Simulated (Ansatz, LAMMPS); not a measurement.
# Glassy 65SiO2-8Al2O3-28SrO (mol %) (115 atoms): where an added charge goes, part 3 of 4

Does an extra electron or hole in glassy 65SiO2-8Al2O3-28SrO (mol %) (115 atoms) stay spread out, or do the atoms trap it?

Ansatz 0.2.0; Kohn-Sham DFT, PBE, PAW (set soft_2), plane waves.

The cell: 26 Si, 6 Al, 11 Sr and 72 O. The quench rate of 20 K/ps is many orders above laboratory rates. The starting topology of bonds comes from the classical model. The Brillouin zone is sampled at Γ only, in a cell whose shortest periodic width is 12 Å.

So far. Step 6 (An extra electron, atoms relaxed): The relaxation converged after 5 steps, 0.00940 eV below its start, with a largest force component of 0.023 eV/Å. Step 6 (An extra electron, atoms relaxed): An extra electron, atoms relaxed: the energy stands 8.38 eV above that of the reference. An odd electron should give 1 μB; this run ended with the carrier shared between both spins.

## Step 7: An extra electron, levels at the relaxed geometry

A single point at the new geometry gives levels and spin density.

File input.yaml:

```yaml
crystal:
  lattice:
    - [11.72738, 0.0, 0.0]
    - [0.0, 11.72738, 0.0]
    - [0.0, 0.0, 11.72738]
  atoms:
    - { symbol: Si, position: [0.30769, 0.20107, 0.30831] }
    - { symbol: Si, position: [0.90332, 0.84715, 0.91413] }
    - { symbol: Si, position: [0.14612, 0.07354, 0.45396] }
    - { symbol: Si, position: [0.91926, 0.43796, 0.84398] }
    - { symbol: Si, position: [0.195, 0.19297, 0.91359] }
    - { symbol: Si, position: [0.30654, 0.3914, 0.64837] }
    [... 103 atom lines left out ...]
    - { symbol: O, position: [0.04781, 0.47352, 0.80434] }
    - { symbol: O, position: [0.4009, 0.87266, 0.49461] }
    - { symbol: O, position: [0.66141, 0.35644, 0.69209] }
    - { symbol: O, position: [0.26875, 0.25957, 0.67181] }
    - { symbol: O, position: [0.27456, 0.48276, 0.74716] }
    - { symbol: O, position: [0.78158, 0.98803, 0.50808] }
total_charge: -1
kpoints:
  mp_grid: { grid: [1, 1, 1] }
hamiltonian:
  xc: pbe
scf:
  occupations: { method: fermi_dirac, width: 0.01 }
  lower_state_search: "off"
output:
  forces: true
  stress: true
  populations: intrinsic
  dos:
    method: { smearing: { sigma: 0.08 } }
    de: 0.1
    projected: { site_lists: { Al: [Al], O: [O], Si: [Si], Sr: [Sr] } }
  eigenvalues: true
  write_density: true
  write_potential: true
  volumetric_format: npy
magnetization:
  spin_polarized: true
  initial_magnetization: 1
```

Launch:

```sh
ansatz run input.yaml --threads 4 --pin off --max-ram 8192MiB --backend cpu --events-out ev --progress --plain --runs-dir out
```

Numbers of over 12 decimals in the logs are rounded to 6 here.

The log of the run:

```text
[...]
Crystal: 115 atoms, lattice volume = 1612.883 Å³
Basis set: ecut = 420 eV, 31463 PW (Γ), exchange–correlation on 160×160×160 points (8 copies of the dense FFT grid, shifted against one another)
Bands: 448, of which v1, the nominal top of the filled ones, is band 333 counted from 1 (332 counted from 0)
Symmetry: 1 space group operations
[...]
k-points: 1
[...]
Starting moments: Σ|m| = 1 μB on 115 of 115 sites
[...]
SCF iter   1: F=—  HF=-99793.731260 eV  |F-HF|=—  |Δ(HF+E_count)|=         —  Δρ=4.51e-2 (↑4.46e-2 ↓4.51e-2)  dr2=1.76e2  dr2_m=3.62e-2  M=1.000 μB ∫|m|=1.013 μB  β_m=1.00  ethr=3.10e-3  ⟨swp⟩=9.0  Hψ=4996  notcnv=0  defer=134
[...]
SCF iter  18: F=-99737.622838 eV  HF=-99737.622838 eV  |F-HF|=2.82e-8  |Δ(HF+E_count)|=   1.22e-7  Δρ=1.08e-6 (↑1.08e-6 ↓1.00e-6)  dr2=5.92e-8  dr2_m=6.22e-10  M=0.001 μB ∫|m|=0.001 μB  ethr=1.50e-11  ⟨swp⟩=10.5  Hψ=5938  notcnv=0
[...]
SCF 1 converged in 18 iterations: F = -99737.622838 eV  dr2 = 5.92e-8
[...]
SCF converged after 18 iterations
Magnetization: 0.0010 μB (332.5005 up, 332.4995 down)
Absolute magnetization: 0.0011 μB (∫|ρ↑−ρ↓|, with the PAW one-centre terms)
[...]
Per-site moments (μB) at R_I (Å): [(1.1586856064892582e-6, 0.659850), (7.634143982205605e-7, 0.674009), (9.702177932210465e-7, 0.657578), (1.1632966999233008e-6, 0.667724), (1.4347283994177319e-6, 0.658481), [...]
Free energy (F): -99737.622838 eV
[...]
Internal energy: -99737.608975 eV  (E = F + TS)
E sigma→0 (E₀):  -99737.615906 eV
Entropy (-TS):   -0.013863 eV (-0.121 meV/atom)
Fermi energy:    8.366744 eV
[...]
--- Forces (eV/Å), atoms counted from 1 ---
  atom   1  Si    -0.00084818    -0.00221280    -0.01352734
  atom   2  Si     0.00169676    -0.00044535    -0.00436976
  atom   3  Si    -0.00889100    -0.00428460     0.00106543
  atom   4  Si    -0.00697627    -0.00826754     0.00224159
  atom   5  Si     0.00465415     0.00763635    -0.00138529
  atom   6  Si    -0.01205912     0.00094004     0.01856261
  atom   7  Si     0.00232889     0.01482309    -0.00102277
  atom   8  Si     0.00253051     0.00337911     0.00341855
  atom   9  Si    -0.00310887    -0.00869686    -0.01929191
  atom  10  Si    -0.00295157    -0.00259439     0.01932270
  atom  11  Si     0.00153385     0.00445961    -0.00283663
  atom  12  Si     0.00214437     0.00856317     0.01291184
  atom  13  Si     0.00510835    -0.00025107     0.00568553
  atom  14  Si     0.00053720    -0.00702870     0.00373231
[...]
atom 114  O      0.00083322     0.00070312    -0.00338246
  atom 115  O     -0.00542296    -0.00091511     0.00374589
  max |Σ_I F_I| component: 8.79e-5 eV/Å
--- Stress (GPa, compression-positive) ---
        2.175090      -0.239197      -0.971339
       -0.239193       0.261020       0.138904
       -0.971337       0.138904       1.119571
  P = ⅓ Tr σ = 1.1852 GPa (11.852 kbar)
--- Band table (eV) ---
[...]
--- intrinsic populations: 115 sites ---
  site symbol       q [e]    m [muB]
     0     Si      2.2405     0.0000
     1     Si      2.5214     0.0000
     2     Si      2.3143     0.0000
[...]
114      O      6.9388     0.0000
  spilling = 0.000000 (of n_electrons = 665.000000)
```

Wall time 93 s (4 threads of Arm Neoverse V2, shared host); peak memory 3.7 GiB; 6.1 min of CPU time.

An extra electron, levels at the relaxed geometry: the energy stands 8.38 eV above that of the reference. An odd electron should give 1 μB; this run ended with the carrier shared between both spins.

The levels nearest the highest filled one (over half full), pooled over k-points and spins:

```
level less the highest filled one (eV)  occupation
                                 -3.96           1
                                 -3.96           1
                                     0       0.501
                                     0       0.499
                                  1.39           0
                                  1.39           0
                                  1.42           0
                                  1.42           0
```

## Step 8: Neutral at the geometry of the electron

The neutral cell at the new geometry gives the energy of that geometry without the charge.

File input.yaml:

```yaml
crystal:
  lattice:
    - [11.72738, 0.0, 0.0]
    - [0.0, 11.72738, 0.0]
    - [0.0, 0.0, 11.72738]
  atoms:
    [... the 115 atom lines of step 7 ...]
kpoints:
  mp_grid: { grid: [1, 1, 1] }
hamiltonian:
  xc: pbe
scf:
  occupations: { method: fixed }
output:
  forces: true
  stress: true
  populations: intrinsic
  dos:
    method: { smearing: { sigma: 0.08 } }
    de: 0.1
    projected: { site_lists: { Al: [Al], O: [O], Si: [Si], Sr: [Sr] } }
  eigenvalues: true
```

The log of the run:

```text
[...]
Crystal: 115 atoms, lattice volume = 1612.883 Å³
Basis set: ecut = 420 eV, 31463 PW (Γ), exchange–correlation on 160×160×160 points (8 copies of the dense FFT grid, shifted against one another)
Bands: 447, of which v1, the nominal top of the filled ones, is band 332 counted from 1 (331 counted from 0)
Symmetry: 1 space group operations
[...]
k-points: 1
[...]
SCF iter   1: F=—  HF=-99745.971418 eV  |F-HF|=—  |Δ(HF+E_count)|=         —  Δρ=1.90e-3  dr2=7.24e-2  ethr=1.77e-3  ⟨swp⟩=6.0  Hψ=1764  notcnv=0  defer=111
[...]
SCF iter   9: F=-99745.992483 eV  HF=-99745.992483 eV  |F-HF|=6.87e-9  |Δ(HF+E_count)|=   1.79e-7  Δρ=1.67e-6  dr2=4.24e-8  ethr=1.51e-11  ⟨swp⟩=18.0  Hψ=3427  notcnv=0
SCF 1 converged in 9 iterations: F = -99745.992483 eV  dr2 = 4.24e-8
[...]
SCF converged after 9 iterations
Free energy (F): -99745.992483 eV
[...]
Internal energy: -99745.992483 eV  (E = F + TS)
E sigma→0 (E₀):  -99745.992483 eV
Fermi energy:    4.457199 eV
[...]
--- Forces (eV/Å), atoms counted from 1 ---
  atom   1  Si     0.02538705     0.03355467     0.04999850
  atom   2  Si    -0.04253223    -0.01149462     0.00209272
  atom   3  Si     0.02187733     0.01941544    -0.03484814
  atom   4  Si    -0.05039757    -0.02133075    -0.00596236
  atom   5  Si     0.01647124    -0.01228929    -0.02108783
  atom   6  Si     0.00664569    -0.01350315    -0.06971394
  atom   7  Si     0.00473057     0.03667604    -0.03464801
  atom   8  Si    -0.01115865     0.03254853    -0.03275546
  atom   9  Si     0.05026368     0.01259491     0.06549223
  atom  10  Si    -0.05316020    -0.01566715    -0.06153457
  atom  11  Si     0.00343115    -0.00105361     0.00198172
  atom  12  Si     0.00426701    -0.00769230    -0.02008994
  atom  13  Si     0.00399436     0.00986434    -0.07522415
  atom  14  Si    -0.02268817     0.00321237     0.04462096
[...]
atom 114  O     -0.02373494    -0.00464296     0.03204028
  atom 115  O      0.00190265     0.01358178     0.00881002
  max |Σ_I F_I| component: 1.39e-4 eV/Å
--- Stress (GPa, compression-positive) ---
        2.020626      -0.236612      -0.998720
       -0.236608       0.075663       0.151710
       -0.998718       0.151711       0.931088
  P = ⅓ Tr σ = 1.0091 GPa (10.091 kbar)
--- Band table (eV) ---
[...]
--- intrinsic populations: 115 sites ---
  site symbol       q [e]
     0     Si      2.2300
     1     Si      2.5188
     2     Si      2.3073
[...]
114      O      6.9354
  spilling = -0.000000 (of n_electrons = 664.000000)
```

Elapsed: 31 s, on 4 threads; peak memory 2.2 GiB.

Neutral at the geometry of the electron: the energy stands 0.00676 eV above that of the reference.

## Step 9: An extra hole, atoms held

The electron count changes by one with the atoms held: a vertical process, on a uniform background, with spin and a narrow Fermi–Dirac smearing. Its energy against the neutral cell hangs on the program's zero of potential.

Edit input.yaml of step 8 so:

```diff
@@ -6,3 +6,4 @@
   atoms:
-    [... the 115 atom lines of step 7 ...]
+    [... the 115 atom lines of step 4 ...]
+total_charge: 1
 kpoints:
@@ -12,3 +13,4 @@
 scf:
-  occupations: { method: fixed }
+  occupations: { method: fermi_dirac, width: 0.01 }
+  lower_state_search: "off"
 output:
@@ -22 +24,7 @@
   eigenvalues: true
+  write_density: true
+  write_potential: true
+  volumetric_format: npy
+magnetization:
+  spin_polarized: true
+  initial_magnetization: 1
```

The log of the run:

```text
[...]
Crystal: 115 atoms, lattice volume = 1612.883 Å³
Basis set: ecut = 420 eV, 31463 PW (Γ), exchange–correlation on 160×160×160 points (8 copies of the dense FFT grid, shifted against one another)
Bands: 447, of which v1, the nominal top of the filled ones, is band 332 counted from 1 (331 counted from 0)
Symmetry: 1 space group operations
[...]
k-points: 1
[...]
Starting moments: Σ|m| = 1 μB on 115 of 115 sites
[...]
SCF iter   1: F=—  HF=-99810.459768 eV  |F-HF|=—  |Δ(HF+E_count)|=         —  Δρ=4.76e-2 (↑4.74e-2 ↓4.76e-2)  dr2=1.90e2  dr2_m=2.63e-1  M=1.000 μB ∫|m|=1.050 μB  β_m=1.00  ethr=3.10e-3  ⟨swp⟩=8.0  Hψ=4708  notcnv=0  defer=136
[...]
SCF iter   4: F=—  HF=-99756.187498 eV  |F-HF|=—  |Δ(HF+E_count)|=    7.34e0  Δρ=1.24e-2 (↑1.01e-2 ↓1.24e-2)  dr2=2.12e1  dr2_m=1.52e-1  M=0.572 μB ∫|m|=0.763 μB  β_m=0.30  ethr=3.10e-3  ⟨swp⟩=3.0  Hψ=1332  notcnv=0  defer=222
[...]
SCF iter  16: F=—  HF=-99750.318881 eV  |F-HF|=—  |Δ(HF+E_count)|=   1.27e-1  Δρ=3.21e-3 (↑1.70e-3 ↓3.21e-3)  dr2=7.05e-1  dr2_m=2.13e-2  M=0.999 μB ∫|m|=1.106 μB  β_m=0.30  ethr=1.91e-4  ⟨swp⟩=3.0  Hψ=725  notcnv=0  defer=216
[...]
spin-set hold released at iteration 16 (site moments' squared step at or under half its running peak, from the soft ceiling on): the magnetisation degrees of freedom join the quasi-Newton model from the next iteration; the mixer history was flushed
SCF iter  17: F=—  HF=-99750.295754 eV  |F-HF|=—  |Δ(HF+E_count)|=   2.31e-2  Δρ=3.88e-3 (↑9.82e-4 ↓3.88e-3)  dr2=3.81e-1  dr2_m=6.76e-2  M=0.988 μB ∫|m|=1.107 μB  β_m=0.25  ethr=1.06e-4  ⟨swp⟩=2.0  Hψ=924  notcnv=0  defer=216
SCF iter  18: F=—  HF=-99750.291895 eV  |F-HF|=—  |Δ(HF+E_count)|=   3.86e-3  Δρ=1.96e-3 (↑1.00e-3 ↓1.96e-3)  dr2=2.89e-1  dr2_m=1.77e-2  M=1.000 μB ∫|m|=1.101 μB  β_m=0.28  ethr=5.75e-5  ⟨swp⟩=1.5  Hψ=687  notcnv=0  defer=216
[...]
SCF iter  49: F=—  HF=-99750.261328 eV  |F-HF|=—  |Δ(HF+E_count)|=   6.32e-9  Δρ=1.93e-6 (↑3.13e-7 ↓1.93e-6)  dr2=1.82e-7  dr2_m=1.27e-8  M=1.000 μB ∫|m|=1.103 μB  β_m=0.28  ethr=3.01e-11  ⟨swp⟩=1.5  Hψ=679  notcnv=0  defer=216
SCF iter  50: F=-99750.261328 eV  HF=-99750.261328 eV  |F-HF|=1.93e-8  |Δ(HF+E_count)|=   1.40e-8  Δρ=3.13e-7 (↑2.74e-7 ↓3.13e-7)  dr2=2.52e-8  dr2_m=3.05e-10  M=1.000 μB ∫|m|=1.103 μB  ethr=1.51e-11  ⟨swp⟩=20.0  Hψ=8522  notcnv=0
SCF 1 converged in 50 iterations: F = -99750.261328 eV  dr2 = 2.52e-8
[...]
SCF converged after 50 iterations
Magnetization: 1.0000 μB (332.0000 up, 331.0000 down)
Absolute magnetization: 1.1035 μB (∫|ρ↑−ρ↓|, with the PAW one-centre terms)
[...]
Per-site moments (μB) at R_I (Å): [(3.958654404082668e-6, 0.659285), (-0.000651306, 0.673753), (2.6608076694890083e-5, 0.657098), (-3.885422290597893e-6, 0.667237), (-3.5266335039737117e-6, 0.658027), [...]
Free energy (F): -99750.261328 eV
[...]
Internal energy: -99750.249055 eV  (E = F + TS)
E sigma→0 (E₀):  -99750.255191 eV
Entropy (-TS):   -0.012273 eV (-0.107 meV/atom)
Fermi energy:    4.106708 eV
[...]
Σ components = -99750.261328   (vs F -99750.261328, Δ=0.00e0)
--- Forces (eV/Å), atoms counted from 1 ---
  atom   1  Si    -0.05754697     0.02856489    -0.05987781
  atom   2  Si    -0.10257982    -0.28724635    -0.09910427
  atom   3  Si     0.20295180     0.07127924     0.04572832
  atom   4  Si     0.07005319    -0.05210672    -0.09244248
[...]
atom 115  O     -0.03812741    -0.08340929     0.06053258
  max |Σ_I F_I| component: 1.21e-4 eV/Å
--- Stress (GPa, compression-positive) ---
        2.624203      -0.232174      -0.962317
       -0.232170       0.599900       0.186062
       -0.962315       0.186062       1.595913
  P = ⅓ Tr σ = 1.6067 GPa (16.067 kbar)
--- Band table (eV) ---
[...]
--- intrinsic populations: 115 sites ---
  site symbol       q [e]    m [muB]
     0     Si      2.2254    -0.0000
     1     Si      2.5097    -0.0055
     2     Si      2.3029    -0.0001
[...]
114      O      6.9233     0.0214
  spilling = -0.000000 (of n_electrons = 663.000000)
```

Wall time 2.2 min (4 threads); peak memory 3.7 GiB; 8.7 min of CPU time.

An extra hole, atoms held: the energy stands 4.26 eV below that of the reference, with a moment of 1.00 μB.

The levels nearest the highest filled one (over half full), pooled over k-points and spins:

```
level less the highest filled one (eV)  occupation
                                -0.121           1
                                -0.107           1
                               -0.0496       0.997
                                     0        0.71
                                0.0177       0.293
                                  4.35           0
                                  4.35           0
                                  5.70           0
```

Spin density in the ab plane at fractional z = 0.114, with atoms of Si and Al and Sr and O within 0.2 Å of it.

Values in units of 1e-2 e/Å³, 13 rows by 16 columns, each cell a mean:
```
0.0 0.0 0.0 0.0 0.0 0.0 0.0 0.0 0.0 0.0 0.0 0.0 0.0 0.0 0.0 0.0
0.0 0.0 0.0 0.0 0.0 0.0 0.0 0.0 0.0 0.0 0.1 0.1 0.0 0.1 0.1 0.1
0.0 0.0 0.0 0.0 0.0 0.0 0.0 0.0 0.0 0.0 0.0 0.0 0.0 0.1 0.4 0.0
0.0 0.0 0.0 0.0 0.0 0.0 0.0 0.0 0.0 0.0 0.0 0.0 0.0 0.0 0.0 0.0
0.1 0.0 0.0 0.0 0.0 0.0 0.0 0.0 0.0 0.0 0.0 0.0 0.0 0.1 0.8 1.1
0.1 0.0 0.0 0.0 0.0 0.0 0.0 0.0 0.0 0.0 0.0 0.0 0.0 0.7 1.9 0.8
0.0 0.0 0.0 0.0 0.0 0.0 0.0 0.0 0.0 0.0 0.0 0.0 0.0 0.0 0.1 0.0
0.0 0.1 0.0 0.0 0.0 0.0 0.0 0.0 0.0 0.0 0.0 0.0 0.1 0.0 0.0 0.0
0.0 0.0 0.0 0.0 0.0 0.0 0.0 0.0 0.0 0.0 0.0 0.0 0.0 0.1 0.0 0.0
0.0 0.0 0.0 0.0 0.0 0.0 0.0 0.0 0.0 0.0 0.0 0.0 0.0 0.0 0.1 0.0
0.1 0.0 0.0 0.0 0.0 0.0 0.0 0.0 0.0 0.0 0.0 0.0 0.0 0.1 0.2 0.0
0.1 0.0 0.0 0.0 0.0 0.0 0.0 0.0 0.0 0.0 0.0 0.0 0.0 0.0 0.0 0.1
0.0 0.0 0.0 0.0 0.0 0.0 0.0 0.0 0.0 0.0 0.0 0.0 0.0 0.0 0.0 0.0
```
Columns run along a (11.7 Å), rows up along b (11.7 Å). Atoms in or near the plane, at fractional coordinates: Si at (0.19, 0.04), Al at (0.94, 0.45), Sr at (0.72, 0.67), O at (0.31, 0.71).

## Step 10: An extra hole, atoms relaxed

The atoms now respond to the charge; the energy gained comes from screening by the atoms, from trapping if the charge localises, and from any strain left in the reference.

Input and log are left out; they have the form of those shown for this kind of step.

Elapsed: 8.6 min, on 4 threads of Arm Neoverse V2, shared host; peak memory 3.7 GiB; 34 min of CPU time.

The relaxation converged after 8 steps, 0.121 eV below its start, with a largest force component of 0.038 eV/Å.

An extra hole, atoms relaxed: the energy stands 4.38 eV below that of the reference, with a moment of 1.00 μB.

## Step 11: An extra hole, levels at the relaxed geometry

A single point at the new geometry gives levels and spin density.

Input and log are left out; they have the form of those shown for this kind of step.

Wall time 2.1 min (4 threads of Arm Neoverse V2, shared host); peak memory 3.7 GiB.

An extra hole, levels at the relaxed geometry: the energy stands 4.38 eV below that of the reference, with a moment of 1.00 μB.

A closer look about O77, which holds the most spin: 12 atoms, nearest first, numbered in the order of the input, with positions taken from that point.

```
atom      x      y      z  distance (Å)  intrinsic-atomic-orbital charge (e)  moment (μB)
 O77   0.00   0.00   0.00          0.00                                -0.98         0.13
Si25   0.06   0.33   1.58          1.61                                 1.67         0.00
 O44  -1.33  -0.31   2.21          2.59                                -0.91         0.01
Sr38  -1.18  -2.32   0.00          2.60                                 1.81         0.00
 O67   1.24  -0.55   2.36          2.72                                -0.88         0.01
 O52   0.25   1.86   2.12          2.84                                -0.96         0.00
 O80   1.67  -2.29   0.11          2.84                                -0.90         0.01
 O65  -1.45   2.44  -0.03          2.84                                -0.94         0.04
Sr42  -0.47  -0.26  -2.95          3.00                                 1.80         0.00
 O86  -2.58   0.52  -1.55          3.06                                -0.95         0.00
 O61   2.38  -0.73  -1.91          3.14                                -0.89         0.00
Al28  -0.01   3.11  -0.87          3.23                                 1.21         0.00
```

The distance from O77 to Sr38 changes most, from 2.55 Å in the neutral cell to 2.60 Å.

The levels nearest the highest filled one (over half full), pooled over k-points and spins:

```
level less the highest filled one (eV)  occupation
                                -0.168           1
                                -0.121           1
                               -0.0749           1
                                     0       0.696
                                0.0165       0.305
                                  4.13           0
                                  4.13           0
                                  5.50           0
```

(Continued in part 4 of 4.)

[Logs are printed without paths, hosts, clocks, repeated set-up lines and the standing remarks that a program may print on its own settings, such as how far it seeks lower states.]

[Hosts, paths, dates, database ids (printed as entryN), source tags and the programs' standing remarks are cut or masked in the printed files.]
